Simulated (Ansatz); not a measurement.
# I on Ti(0001): change of the work function

How does I on the fcc site change the work function of Ti(0001) as the layer fills?

Calculated with Ansatz 0.2.0; plane-wave DFT, PBE, Ansatz PAW.

## (1) Starting point

The cell holds 4 atoms: 4 Ti. Cell: a = 2.950 Å, b = 2.950 Å, c = 25.027 Å, α = 90.0°, β = 90.0°, γ = 60.0°. Vacuum lies along c.

## (2) The clean slab

The bare slab comes first, as the zero from which every change is counted. The two lowest layers are held at bulk places and the upper ones relax. The dipole correction removes the false field that a one-sided slab makes across the periodic vacuum, so each face gets a flat vacuum level of its own.

File input.yaml:

```yaml
crystal:
  lattice:
    - [2.95, 0.0, 0.0]
    - [1.475, 2.5547749412, 0.0]
    - [0.0, 0.0, 25.0269]
  atoms:
    - { symbol: Ti, position: [0.6666666667, 0.6666666667, 0.3596130564] }
    - { symbol: Ti, position: [0.0, 0.0, 0.4532043521] }
    - { symbol: Ti, position: [0.6666666667, 0.6666666667, 0.5467956479] }
    - { symbol: Ti, position: [0.0, 0.0, 0.6403869436] }
kpoints:
  mp_grid: { grid: [12, 12, 1] }
hamiltonian:
  xc: pbe
scf:
  occupations: { method: fermi_dirac, width: 0.1 }
  convergence: { dr2_threshold: 1.0e-08 }
efield:
  axis: 3
  dipole_correction: true
  ramp_position: 0.97
  ramp_width: 0.06
relax:
  f_tol: 0.02
  max_steps: 60
  constraints: [{ sites: [0, 1] }]
output:
  write_potential: true
  write_density: true
  volumetric_format: npy
```

The run is started by

```bash
ansatz run input.yaml --threads 4 --pin off --max-ram 6144MiB --backend cpu --events-out ev --progress --plain --runs-dir out
```

Numbers of over 12 decimals in the logs are rounded to 6 here.

The program printed:

```text
Engine: ansatz 0.2.0, aarch64-unknown-linux-gnu
Pseudopotentials: kind: paw
Pseudopotential: Ti, paw, valence charge 12, recommended cutoff 420 eV (normal), Ti.paw.azcp
Functional definition: PBE
  parameter kappa = 0.804
  parameter beta = 0.066725
  exchange = pbe_x(kappa = kappa, mu = beta*pi^2/3)
  correlation = pbe_c(beta = beta)
Crystal: 4 atoms, lattice volume = 188.617 Å³
Basis set: ecut = 420 eV, 3611 PW (Γ), exchange–correlation on 40×40×360 points (8 copies of the dense FFT grid, shifted against one another)
Bands: 29, of which v1, the nominal top of the filled ones, is band 24 counted from 1 (23 counted from 0)
Symmetry: 6 space group operations
k-points: 19 of 144 (time reversal used)
Non-local potential: Ti, projectors of the file, l = 0: 3, l = 1: 2, l = 2: 3, l = 3: 1
PAW form: soft (Blöchl's): semilocal exchange-correlation on the pseudo side does not see the compensation charge
PAW one-centre angular grid: Ti, 590 points (default); XC on 64 Gauss nodes
Initial density: superposition of atomic densities (neutral atoms: chi_scale 0, normalization atom), corrected by the library's trained network
Initial wavefunctions: pseudopotential atomic-orbital guess
Functional: x = pbe(κ = 0.804, μ = 0.219515), c = pbe(β = 0.066725)
SCF iter   1: F=—  HF=-9996.827743 eV  |F-HF|=—  |Δ(HF+E_count)|=         —  Δρ=6.22e-3  dr2=3.89e-1  ethr=1.77e-3  p=0.000 e·Å  D=5.72e-14 V/Å  ΔV_dip=-0.00 eV  dr2_dipole=9.47e-6  V_vac-E_F(+/−)=4.09/4.09 eV  ⟨swp⟩=7.0  Hψ=5629  notcnv=0
efield: sawtooth ramp at fractional position 0.9700 (set: `efield.ramp_position`, or a place that a band, a saddle search or an elastic batch's reference lends), width 0.0600; the density the first Hamiltonian is built on has a dipole p = 0.000 e·Å; the dipole correction subtracts the counter field D = 5.72e-14 V/Å, which shifts the + side's vacuum level by -0.00 eV against the − side's; the planar-averaged density in the ramp window peaks in size at 3.0e-5 e/Å³
automatic band count: the SCF goes on with 34 bands, as 29 were too few: the levels above may hold too much charge
preconditioner: auto → LDOS  [metal: Δε(μ)=0.033 eV  Ē_g=2.762 eV  σ=0.100 eV  W_gap=0.08  n_scr=16 (ndim 8)  ℏωp=10.8 eV  f_vac=0.550  D(μ)=8.41/eV (n_scr^D=88)  β→1.0]
SCF iter   2: F=—  HF=-9996.820567 eV  |F-HF|=—  |Δ(HF+E_count)|=   7.18e-3  Δρ=2.07e-3  dr2=1.66e-2  ethr=8.11e-4  p=-0.000 e·Å  D=-3.83e-5 V/Å  ΔV_dip=0.00 eV  dr2_dipole=2.48e-6  V_vac-E_F(+/−)=4.36/4.36 eV  ⟨swp⟩=1.9  Hψ=850  notcnv=0
SCF iter   3: F=—  HF=-9996.820326 eV  |F-HF|=—  |Δ(HF+E_count)|=   2.41e-4  Δρ=7.15e-4  dr2=2.59e-3  ethr=3.45e-5  p=-0.000 e·Å  D=-4.47e-5 V/Å  ΔV_dip=0.00 eV  dr2_dipole=9.93e-8  V_vac-E_F(+/−)=4.36/4.36 eV  ⟨swp⟩=2.1  Hψ=828  notcnv=0
SCF iter   4: F=—  HF=-9996.820200 eV  |F-HF|=—  |Δ(HF+E_count)|=   1.26e-4  Δρ=1.83e-4  dr2=7.43e-5  ethr=5.40e-6  p=-0.000 e·Å  D=-7.23e-6 V/Å  ΔV_dip=0.00 eV  dr2_dipole=6.13e-7  V_vac-E_F(+/−)=4.39/4.39 eV  ⟨swp⟩=2.0  Hψ=788  notcnv=0
SCF iter   5: F=—  HF=-9996.820291 eV  |F-HF|=—  |Δ(HF+E_count)|=   9.13e-5  Δρ=1.05e-4  dr2=4.27e-5  ethr=1.55e-7  p=-0.000 e·Å  D=-6.02e-6 V/Å  ΔV_dip=0.00 eV  dr2_dipole=2.24e-9  V_vac-E_F(+/−)=4.40/4.40 eV  ⟨swp⟩=3.4  Hψ=1270  notcnv=0
SCF iter   6: F=—  HF=-9996.820298 eV  |F-HF|=—  |Δ(HF+E_count)|=   7.56e-6  Δρ=3.45e-5  dr2=6.91e-6  ethr=8.90e-8  p=0.000 e·Å  D=5.34e-6 V/Å  ΔV_dip=-0.00 eV  dr2_dipole=8.72e-12  V_vac-E_F(+/−)=4.41/4.41 eV  ⟨swp⟩=2.2  Hψ=859  notcnv=0
SCF iter   7: F=—  HF=-9996.820326 eV  |F-HF|=—  |Δ(HF+E_count)|=   2.71e-5  Δρ=9.74e-6  dr2=2.31e-7  ethr=1.44e-8  p=0.000 e·Å  D=4.34e-6 V/Å  ΔV_dip=-0.00 eV  dr2_dipole=2.28e-10  V_vac-E_F(+/−)=4.41/4.41 eV  ⟨swp⟩=1.5  Hψ=670  notcnv=0
SCF iter   8: F=—  HF=-9996.820326 eV  |F-HF|=—  |Δ(HF+E_count)|=   3.11e-7  Δρ=4.96e-6  dr2=7.06e-8  ethr=4.82e-10  p=0.000 e·Å  D=3.41e-6 V/Å  ΔV_dip=-0.00 eV  dr2_dipole=1.64e-11  V_vac-E_F(+/−)=4.41/4.41 eV  ⟨swp⟩=3.0  Hψ=1250  notcnv=0
SCF iter   9: F=-9996.820326 eV  HF=-9996.820326 eV  |F-HF|=4.71e-9  |Δ(HF+E_count)|=   1.10e-8  Δρ=1.31e-6  dr2=3.15e-9  ethr=2.08e-11  p=0.000 e·Å  D=1.86e-6 V/Å  ΔV_dip=-0.00 eV  dr2_dipole=2.32e-11  V_vac-E_F(+/−)=4.41/4.41 eV  ⟨swp⟩=7.9  Hψ=4137  notcnv=0
SCF 1 converged in 9 iterations: F = -9996.820326 eV  dr2 = 3.15e-9
  greatest PAW one-centre occupation: 0.999 electrons in one spin orbital (limit 2), on the Ti atom at site 2 (counted from 0), in its partial waves of l = 0
relax step   1: F+E_penalty+E_count = -9996.82032589 eV  Δ(F+E_penalty+E_count) = +0.000e0 eV  max|allowed force component| = 6.136e-1 eV/Å  Δτ_max = 0.0000 Å  (9 SCF iters, accepted)
Bands: 34, of which v1, the nominal top of the filled ones, is band 24 counted from 1 (23 counted from 0)
Initial density: handed on by an earlier stage of this run
Initial wavefunctions: those handed on with the density
SCF iter   1: F=—  HF=-9997.020720 eV  |F-HF|=—  |Δ(HF+E_count)|=         —  Δρ=1.54e-2  dr2=3.23e0  ethr=3.10e-3  p=0.000 e·Å  D=6.86e-7 V/Å  ΔV_dip=-0.00 eV  dr2_dipole=2.03e-1  V_vac-E_F(+/−)=4.45/4.45 eV  ⟨swp⟩=4.8  Hψ=1854  notcnv=0
efield: sawtooth ramp at fractional position 0.9700 (set: `efield.ramp_position`, or a place that a band, a saddle search or an elastic batch's reference lends), width 0.0600; the density the first Hamiltonian is built on has a dipole p = 0.000 e·Å; the dipole correction subtracts the counter field D = 6.86e-7 V/Å, which shifts the + side's vacuum level by -0.00 eV against the − side's; the planar-averaged density in the ramp window peaks in size at 8.7e-6 e/Å³
preconditioner: auto → LDOS  [metal: Δε(μ)=0.006 eV  Ē_g=2.864 eV  σ=0.100 eV  W_gap=0.02  n_scr=16 (ndim 8)  ℏωp=10.8 eV  f_vac=0.560  D(μ)=7.32/eV (n_scr^D=62)  β→1.0]
SCF iter   2: F=—  HF=-9996.896706 eV  |F-HF|=—  |Δ(HF+E_count)|=   1.24e-1  Δρ=7.26e-3  dr2=5.18e-1  ethr=3.10e-3  p=0.018 e·Å  D=1.74e-2 V/Å  ΔV_dip=-0.44 eV  dr2_dipole=8.81e-2  V_vac-E_F(+/−)=4.00/4.43 eV  ⟨swp⟩=2.1  Hψ=1128  notcnv=0
SCF iter   3: F=—  HF=-9996.864920 eV  |F-HF|=—  |Δ(HF+E_count)|=   3.18e-2  Δρ=2.42e-3  dr2=6.44e-2  ethr=1.08e-3  p=0.007 e·Å  D=6.93e-3 V/Å  ΔV_dip=-0.17 eV  dr2_dipole=1.04e-2  V_vac-E_F(+/−)=4.26/4.43 eV  ⟨swp⟩=2.1  Hψ=988  notcnv=0
SCF iter   4: F=—  HF=-9996.859779 eV  |F-HF|=—  |Δ(HF+E_count)|=   5.14e-3  Δρ=9.85e-4  dr2=8.07e-3  ethr=1.34e-4  p=0.007 e·Å  D=6.69e-3 V/Å  ΔV_dip=-0.17 eV  dr2_dipole=2.47e-3  V_vac-E_F(+/−)=4.26/4.43 eV  ⟨swp⟩=2.1  Hψ=974  notcnv=0
SCF iter   5: F=—  HF=-9996.859578 eV  |F-HF|=—  |Δ(HF+E_count)|=   2.01e-4  Δρ=1.72e-4  dr2=9.56e-5  ethr=1.68e-5  p=0.006 e·Å  D=5.68e-3 V/Å  ΔV_dip=-0.14 eV  dr2_dipole=1.68e-5  V_vac-E_F(+/−)=4.29/4.43 eV  ⟨swp⟩=1.9  Hψ=759  notcnv=0
SCF iter   6: F=—  HF=-9996.859605 eV  |F-HF|=—  |Δ(HF+E_count)|=   2.67e-5  Δρ=9.00e-5  dr2=6.59e-5  ethr=1.99e-7  p=0.005 e·Å  D=5.13e-3 V/Å  ΔV_dip=-0.13 eV  dr2_dipole=5.10e-6  V_vac-E_F(+/−)=4.30/4.43 eV  ⟨swp⟩=2.3  Hψ=888  notcnv=0
SCF iter   7: F=—  HF=-9996.859609 eV  |F-HF|=—  |Δ(HF+E_count)|=   4.29e-6  Δρ=5.04e-5  dr2=8.15e-6  ethr=1.37e-7  p=0.005 e·Å  D=4.68e-3 V/Å  ΔV_dip=-0.12 eV  dr2_dipole=1.86e-6  V_vac-E_F(+/−)=4.31/4.43 eV  ⟨swp⟩=1.7  Hψ=678  notcnv=0
SCF iter   8: F=—  HF=-9996.859637 eV  |F-HF|=—  |Δ(HF+E_count)|=   2.81e-5  Δρ=1.65e-5  dr2=1.25e-6  ethr=1.70e-8  p=0.005 e·Å  D=4.37e-3 V/Å  ΔV_dip=-0.11 eV  dr2_dipole=3.65e-8  V_vac-E_F(+/−)=4.32/4.43 eV  ⟨swp⟩=2.5  Hψ=1020  notcnv=0
SCF iter   9: F=—  HF=-9996.859637 eV  |F-HF|=—  |Δ(HF+E_count)|=   1.31e-7  Δρ=6.35e-6  dr2=1.44e-7  ethr=2.60e-9  p=0.004 e·Å  D=4.27e-3 V/Å  ΔV_dip=-0.11 eV  dr2_dipole=6.38e-9  V_vac-E_F(+/−)=4.32/4.43 eV  ⟨swp⟩=2.1  Hψ=812  notcnv=0
SCF iter  10: F=—  HF=-9996.859637 eV  |F-HF|=—  |Δ(HF+E_count)|=   2.22e-8  Δρ=1.76e-6  dr2=1.75e-8  ethr=3.00e-10  p=0.004 e·Å  D=4.25e-3 V/Å  ΔV_dip=-0.11 eV  dr2_dipole=1.64e-9  V_vac-E_F(+/−)=4.32/4.43 eV  ⟨swp⟩=2.6  Hψ=940  notcnv=0
SCF iter  11: F=-9996.859637 eV  HF=-9996.859637 eV  |F-HF|=6.80e-10  |Δ(HF+E_count)|=   7.38e-9  Δρ=6.03e-7  dr2=2.38e-9  ethr=2.08e-11  p=0.004 e·Å  D=4.24e-3 V/Å  ΔV_dip=-0.11 eV  dr2_dipole=4.72e-10  V_vac-E_F(+/−)=4.32/4.43 eV  ⟨swp⟩=9.3  Hψ=3723  notcnv=0
SCF 2 converged in 11 iterations: F = -9996.859637 eV  dr2 = 2.38e-9
  greatest PAW one-centre occupation: 0.999 electrons in one spin orbital (limit 2), on the Ti atom at site 1 (counted from 0), in its partial waves of l = 0
relax step   2: F+E_penalty+E_count = -9996.85963748 eV  Δ(F+E_penalty+E_count) = -3.931e-2 eV  max|allowed force component| = 4.318e-1 eV/Å  Δτ_max = 0.1956 Å  (11 SCF iters, accepted)
iter 1 solved again at ethr=1.59e-3 eV; its pass at ethr=3.10e-3 eV (dr2=7.66e-1 eV) is discarded
SCF iter   1: F=—  HF=-9996.908496 eV  |F-HF|=—  |Δ(HF+E_count)|=         —  Δρ=7.69e-3  dr2=8.62e-1  ethr=1.59e-3  p=0.004 e·Å  D=4.24e-3 V/Å  ΔV_dip=-0.11 eV  dr2_dipole=4.10e-2  V_vac-E_F(+/−)=4.31/4.42 eV  ⟨swp⟩=1.0  Hψ=2302  notcnv=0
efield: sawtooth ramp at fractional position 0.9700 (set: `efield.ramp_position`, or a place that a band, a saddle search or an elastic batch's reference lends), width 0.0600; the density the first Hamiltonian is built on has a dipole p = 0.004 e·Å; the dipole correction subtracts the counter field D = 4.24e-3 V/Å, which shifts the + side's vacuum level by -0.11 eV against the − side's; the planar-averaged density in the ramp window peaks in size at 7.3e-6 e/Å³
preconditioner: auto → LDOS  [metal: Δε(μ)=0.012 eV  Ē_g=2.791 eV  σ=0.100 eV  W_gap=0.03  n_scr=16 (ndim 8)  ℏωp=10.8 eV  f_vac=0.555  D(μ)=7.84/eV (n_scr^D=74)  β→1.0]
SCF iter   2: F=—  HF=-9996.881427 eV  |F-HF|=—  |Δ(HF+E_count)|=   2.71e-2  Δρ=3.90e-3  dr2=1.36e-1  ethr=1.59e-3  p=-0.001 e·Å  D=-1.03e-3 V/Å  ΔV_dip=0.03 eV  dr2_dipole=2.98e-5  V_vac-E_F(+/−)=4.46/4.44 eV  ⟨swp⟩=2.1  Hψ=803  notcnv=0
SCF iter   3: F=—  HF=-9996.876840 eV  |F-HF|=—  |Δ(HF+E_count)|=   4.59e-3  Δρ=1.02e-3  dr2=7.96e-3  ethr=2.84e-4  p=0.001 e·Å  D=1.33e-3 V/Å  ΔV_dip=-0.03 eV  dr2_dipole=4.47e-4  V_vac-E_F(+/−)=4.39/4.43 eV  ⟨swp⟩=2.0  Hψ=893  notcnv=0
SCF iter   4: F=—  HF=-9996.876296 eV  |F-HF|=—  |Δ(HF+E_count)|=   5.45e-4  Δρ=2.15e-4  dr2=1.88e-4  ethr=1.66e-5  p=0.001 e·Å  D=1.32e-3 V/Å  ΔV_dip=-0.03 eV  dr2_dipole=4.33e-5  V_vac-E_F(+/−)=4.39/4.43 eV  ⟨swp⟩=2.0  Hψ=779  notcnv=0
SCF iter   5: F=—  HF=-9996.876318 eV  |F-HF|=—  |Δ(HF+E_count)|=   2.22e-5  Δρ=8.59e-5  dr2=4.19e-5  ethr=3.92e-7  p=0.002 e·Å  D=1.54e-3 V/Å  ΔV_dip=-0.04 eV  dr2_dipole=6.00e-6  V_vac-E_F(+/−)=4.39/4.42 eV  ⟨swp⟩=2.3  Hψ=960  notcnv=0
SCF iter   6: F=—  HF=-9996.876352 eV  |F-HF|=—  |Δ(HF+E_count)|=   3.46e-5  Δρ=3.19e-5  dr2=6.27e-6  ethr=8.73e-8  p=0.002 e·Å  D=1.75e-3 V/Å  ΔV_dip=-0.04 eV  dr2_dipole=2.46e-7  V_vac-E_F(+/−)=4.38/4.42 eV  ⟨swp⟩=2.0  Hψ=797  notcnv=0
SCF iter   7: F=—  HF=-9996.876383 eV  |F-HF|=—  |Δ(HF+E_count)|=   3.10e-5  Δρ=1.32e-5  dr2=9.84e-7  ethr=1.31e-8  p=0.002 e·Å  D=1.88e-3 V/Å  ΔV_dip=-0.05 eV  dr2_dipole=1.32e-7  V_vac-E_F(+/−)=4.38/4.42 eV  ⟨swp⟩=2.1  Hψ=797  notcnv=0
SCF iter   8: F=—  HF=-9996.876384 eV  |F-HF|=—  |Δ(HF+E_count)|=   1.86e-7  Δρ=5.15e-6  dr2=2.27e-7  ethr=2.05e-9  p=0.002 e·Å  D=1.96e-3 V/Å  ΔV_dip=-0.05 eV  dr2_dipole=1.80e-8  V_vac-E_F(+/−)=4.37/4.42 eV  ⟨swp⟩=2.1  Hψ=827  notcnv=0
SCF iter   9: F=-9996.876384 eV  HF=-9996.876384 eV  |F-HF|=5.99e-9  |Δ(HF+E_count)|=   1.35e-8  Δρ=1.63e-6  dr2=7.70e-9  ethr=2.08e-11  p=0.002 e·Å  D=1.99e-3 V/Å  ΔV_dip=-0.05 eV  dr2_dipole=3.72e-10  V_vac-E_F(+/−)=4.37/4.42 eV  ⟨swp⟩=8.6  Hψ=4536  notcnv=0
SCF 3 converged in 9 iterations: F = -9996.876384 eV  dr2 = 7.70e-9
relax step   3: F+E_penalty+E_count = -9996.87638356 eV  Δ(F+E_penalty+E_count) = -1.675e-2 eV  max|allowed force component| = 1.190e-2 eV/Å  Δτ_max = 0.0899 Å  (9 SCF iters, accepted)
NSCF: frozen V_eff on 19 k-points
the band table was solved once a step of the walk had ended and its energy, with any forces and stress, was formed, with the checks that follow a solve (2893 applications of the Hamiltonian). They found nothing against the state; the energy, forces and stress were not computed again (output.eigenvalues in the input reference)
WARN: The input density's exchange-correlation potential varies sharply where the density is thin. Do not read a vacuum level from v_tot or v_xc, or from such a field of the output density. On a cell that repeats whose density bears no net charge and no dipole along the vacuum's axis use v_es (v_loc + v_h of the components); under efield.dipole_correction with no amplitude use v_es + v_field, which holds any external [...]
SCF converged after 9 iterations
Free energy (F): -9996.876384 eV
Harris-Foulkes:  -9996.876384 eV  (|F-HF|=5.99e-9)
Internal energy: -9996.623465 eV  (E = F + TS)
E sigma→0 (E₀):  -9996.749924 eV
Entropy (-TS):   -0.252919 eV (-63.230 meV/atom)
Fermi energy:    2.290332 eV
Dipole field:    D = 0.002018 V/Å  (p = 0.002103 e·Å, saw-weighted, corrected)
Work function:   Φ+ = 4.3729 eV   Φ− = 4.4234 eV
Levels:          The Fermi level and band energies are counted from a zero that moves with the ramp; work functions are not
--- Per-component energies (eV) ---
  E_band       = -1160.708078
  E_kinetic    = 1085.706682
  E_local      = -50168.130411  (includes V_loc(G=0)·N_el)
  E_nonlocal   = 34.277158
  E_hartree    = 24527.750938
  E_xc         = -386.964371
  E_vxc        = -483.802243  (∫ρ·V_xc dr)
  E_paw        = -4190.770098  (= ΣΔE_a)
  E_vpaw       = -684.249601  (= ΣTr[D̂ρ^β])
  E_aug_tail   = 0.000492  (compensation charges beyond the density's cutoff)
  E_efield     = 0.000002  (sawtooth field / dipole correction)
  E_vefield    = 0.000915  (∫n·V_field dr)
  E_ewald      = 19101.506143
  E_smearing   = -0.252919  (= −TS)
  E_closure    = -0.000000  (closes the sum)
  Σ components = -9996.876384   (vs F -9996.876384, Δ=0.00e0)
--- Forces (eV/Å), atoms counted from 1 ---
  atom   1  Ti     0.00000000     0.00000000     0.60717111
  atom   2  Ti    -0.00000000    -0.00000000    -0.58698447
  atom   3  Ti     0.00000000     0.00000000    -0.00824529
  atom   4  Ti     0.00000000    -0.00000000    -0.01190263
  max |Σ_I F_I| component: 3.87e-5 eV/Å
--- Band table (eV; the first three rows and the last of 19) ---
  k-point 0: bands = [... 20 lower, 2.0512, 2.2819, 2.7160, 2.7943, 2.9364, 2.9364, 3.0094, 3.0094, ... 6 higher]
  k-point 1: bands = [... 20 lower, 1.9894, 2.2496, 2.5399, 2.6448, 2.8456, 2.9373, 3.0405, 3.0898, ... 6 higher]
  k-point 2: bands = [... 20 lower, 1.7486, 2.0197, 2.1514, 2.4575, 2.5617, 2.7274, 3.0024, 3.2370, ... 6 higher]
  k-point 18: bands = [... 20 lower, 1.1279, 1.5089, 1.5929, 2.2386, 2.2466, 2.3803, 2.4174, 2.5706, ... 6 higher]
--- Relaxed structure (3 steps of the walk, 3 accepted, 0 SCFs on fresh bases) ---
  F+E_penalty+E_count = -9996.87638356 eV   max|allowed force component| = 1.190e-2 eV/Å
  atoms:
    - { symbol: Ti, position: [0.666667, 0.666667, 0.3596130564] }
    - { symbol: Ti, position: [0.0, 0.0, 0.4532043521] }
    - { symbol: Ti, position: [0.666667, 0.666667, 0.549513] }
    - { symbol: Ti, position: [0, 0, 0.636167] }
```

The job ended after 7.7 s (4 threads of Arm Neoverse V2, shared host; peak memory 0.51 GiB; 29 s of CPU time).

The steps of the relaxation:

```csv
step,energy less that of the first step (eV),largest force component (eV/Å)
1,0.0000,0.6136
2,-0.0393,0.4318
3,-0.0561,0.0119
```

Forces are held to the 6 operations that the run works with; a distortion that breaks them can't arise in this run.

The atoms that moved most (Å):

```
atom     dx     dy      dz  length
 Ti4  0.000  0.000  -0.106   0.106
 Ti3  0.000  0.000   0.068   0.068
```

Final coordinates:

```xyz
4
Lattice="2.9500 0.0000 0.0000 1.4750 2.5548 0.0000 0.0000 0.0000 25.0269" Properties=species:S:1:pos:R:3
Ti    2.9500    1.7032    9.0000
Ti    0.0000    0.0000   11.3423
Ti    2.9500    1.7032   13.7526
Ti    0.0000    0.0000   15.9213
```

Numbers from this step:

```
energy at zero smearing        : -9996.7499 eV
work function, upper face      : 4.373 eV
work function, lower face      : 4.423 eV
dipole along the normal        : 0.002103 e·Å
step between the vacuum levels : -0.05050 eV
```

Running mean over 2.342 Å of the planar mean; the ramp of the sawtooth is left out. The electron's electrostatic potential energy less the Fermi level by z:

```csv
z (Å),electron's electrostatic potential energy less the Fermi level (eV)
3.5,4.42
4.0,4.42
4.5,4.42
5.0,4.40
5.5,4.36
6.0,4.24
6.5,3.89
7.0,2.89
7.5,0.393
8.0,-3.13
8.5,-5.88
9.0,-6.74
9.5,-6.71
10.0,-6.59
10.5,-6.56
11.0,-6.58
11.5,-6.56
12.0,-6.38
12.5,-6.24
13.0,-6.32
13.5,-6.57
14.0,-6.94
14.5,-7.53
15.0,-7.68
15.5,-7.32
16.0,-6.81
16.5,-5.57
17.0,-2.61
17.5,0.849
18.0,3.07
18.5,3.92
19.0,4.22
19.5,4.32
20.0,4.36
20.5,4.37
21.0,4.37
21.5,4.37
```

The relaxation took 3 steps and lowered the energy by 0.056 eV; the largest force on the free atoms ends at 0.012 eV/Å.

The work function of the upper face is 4.37 eV.

[end of part 1 of 3]

[Logs are printed without paths, hosts, clocks, repeated set-up lines and the standing remarks that a program may print on its own settings, such as how far it seeks lower states.]

[Hosts, paths, dates, database ids (printed as entryN), source tags and the programs' standing remarks are cut or masked in the printed files.]

[Maps of the electrostatic potential energy from Ansatz leave out the sawtooth potential of an applied field or a dipole correction, so their vacuum need not be flat; planar profiles and work functions include it.]
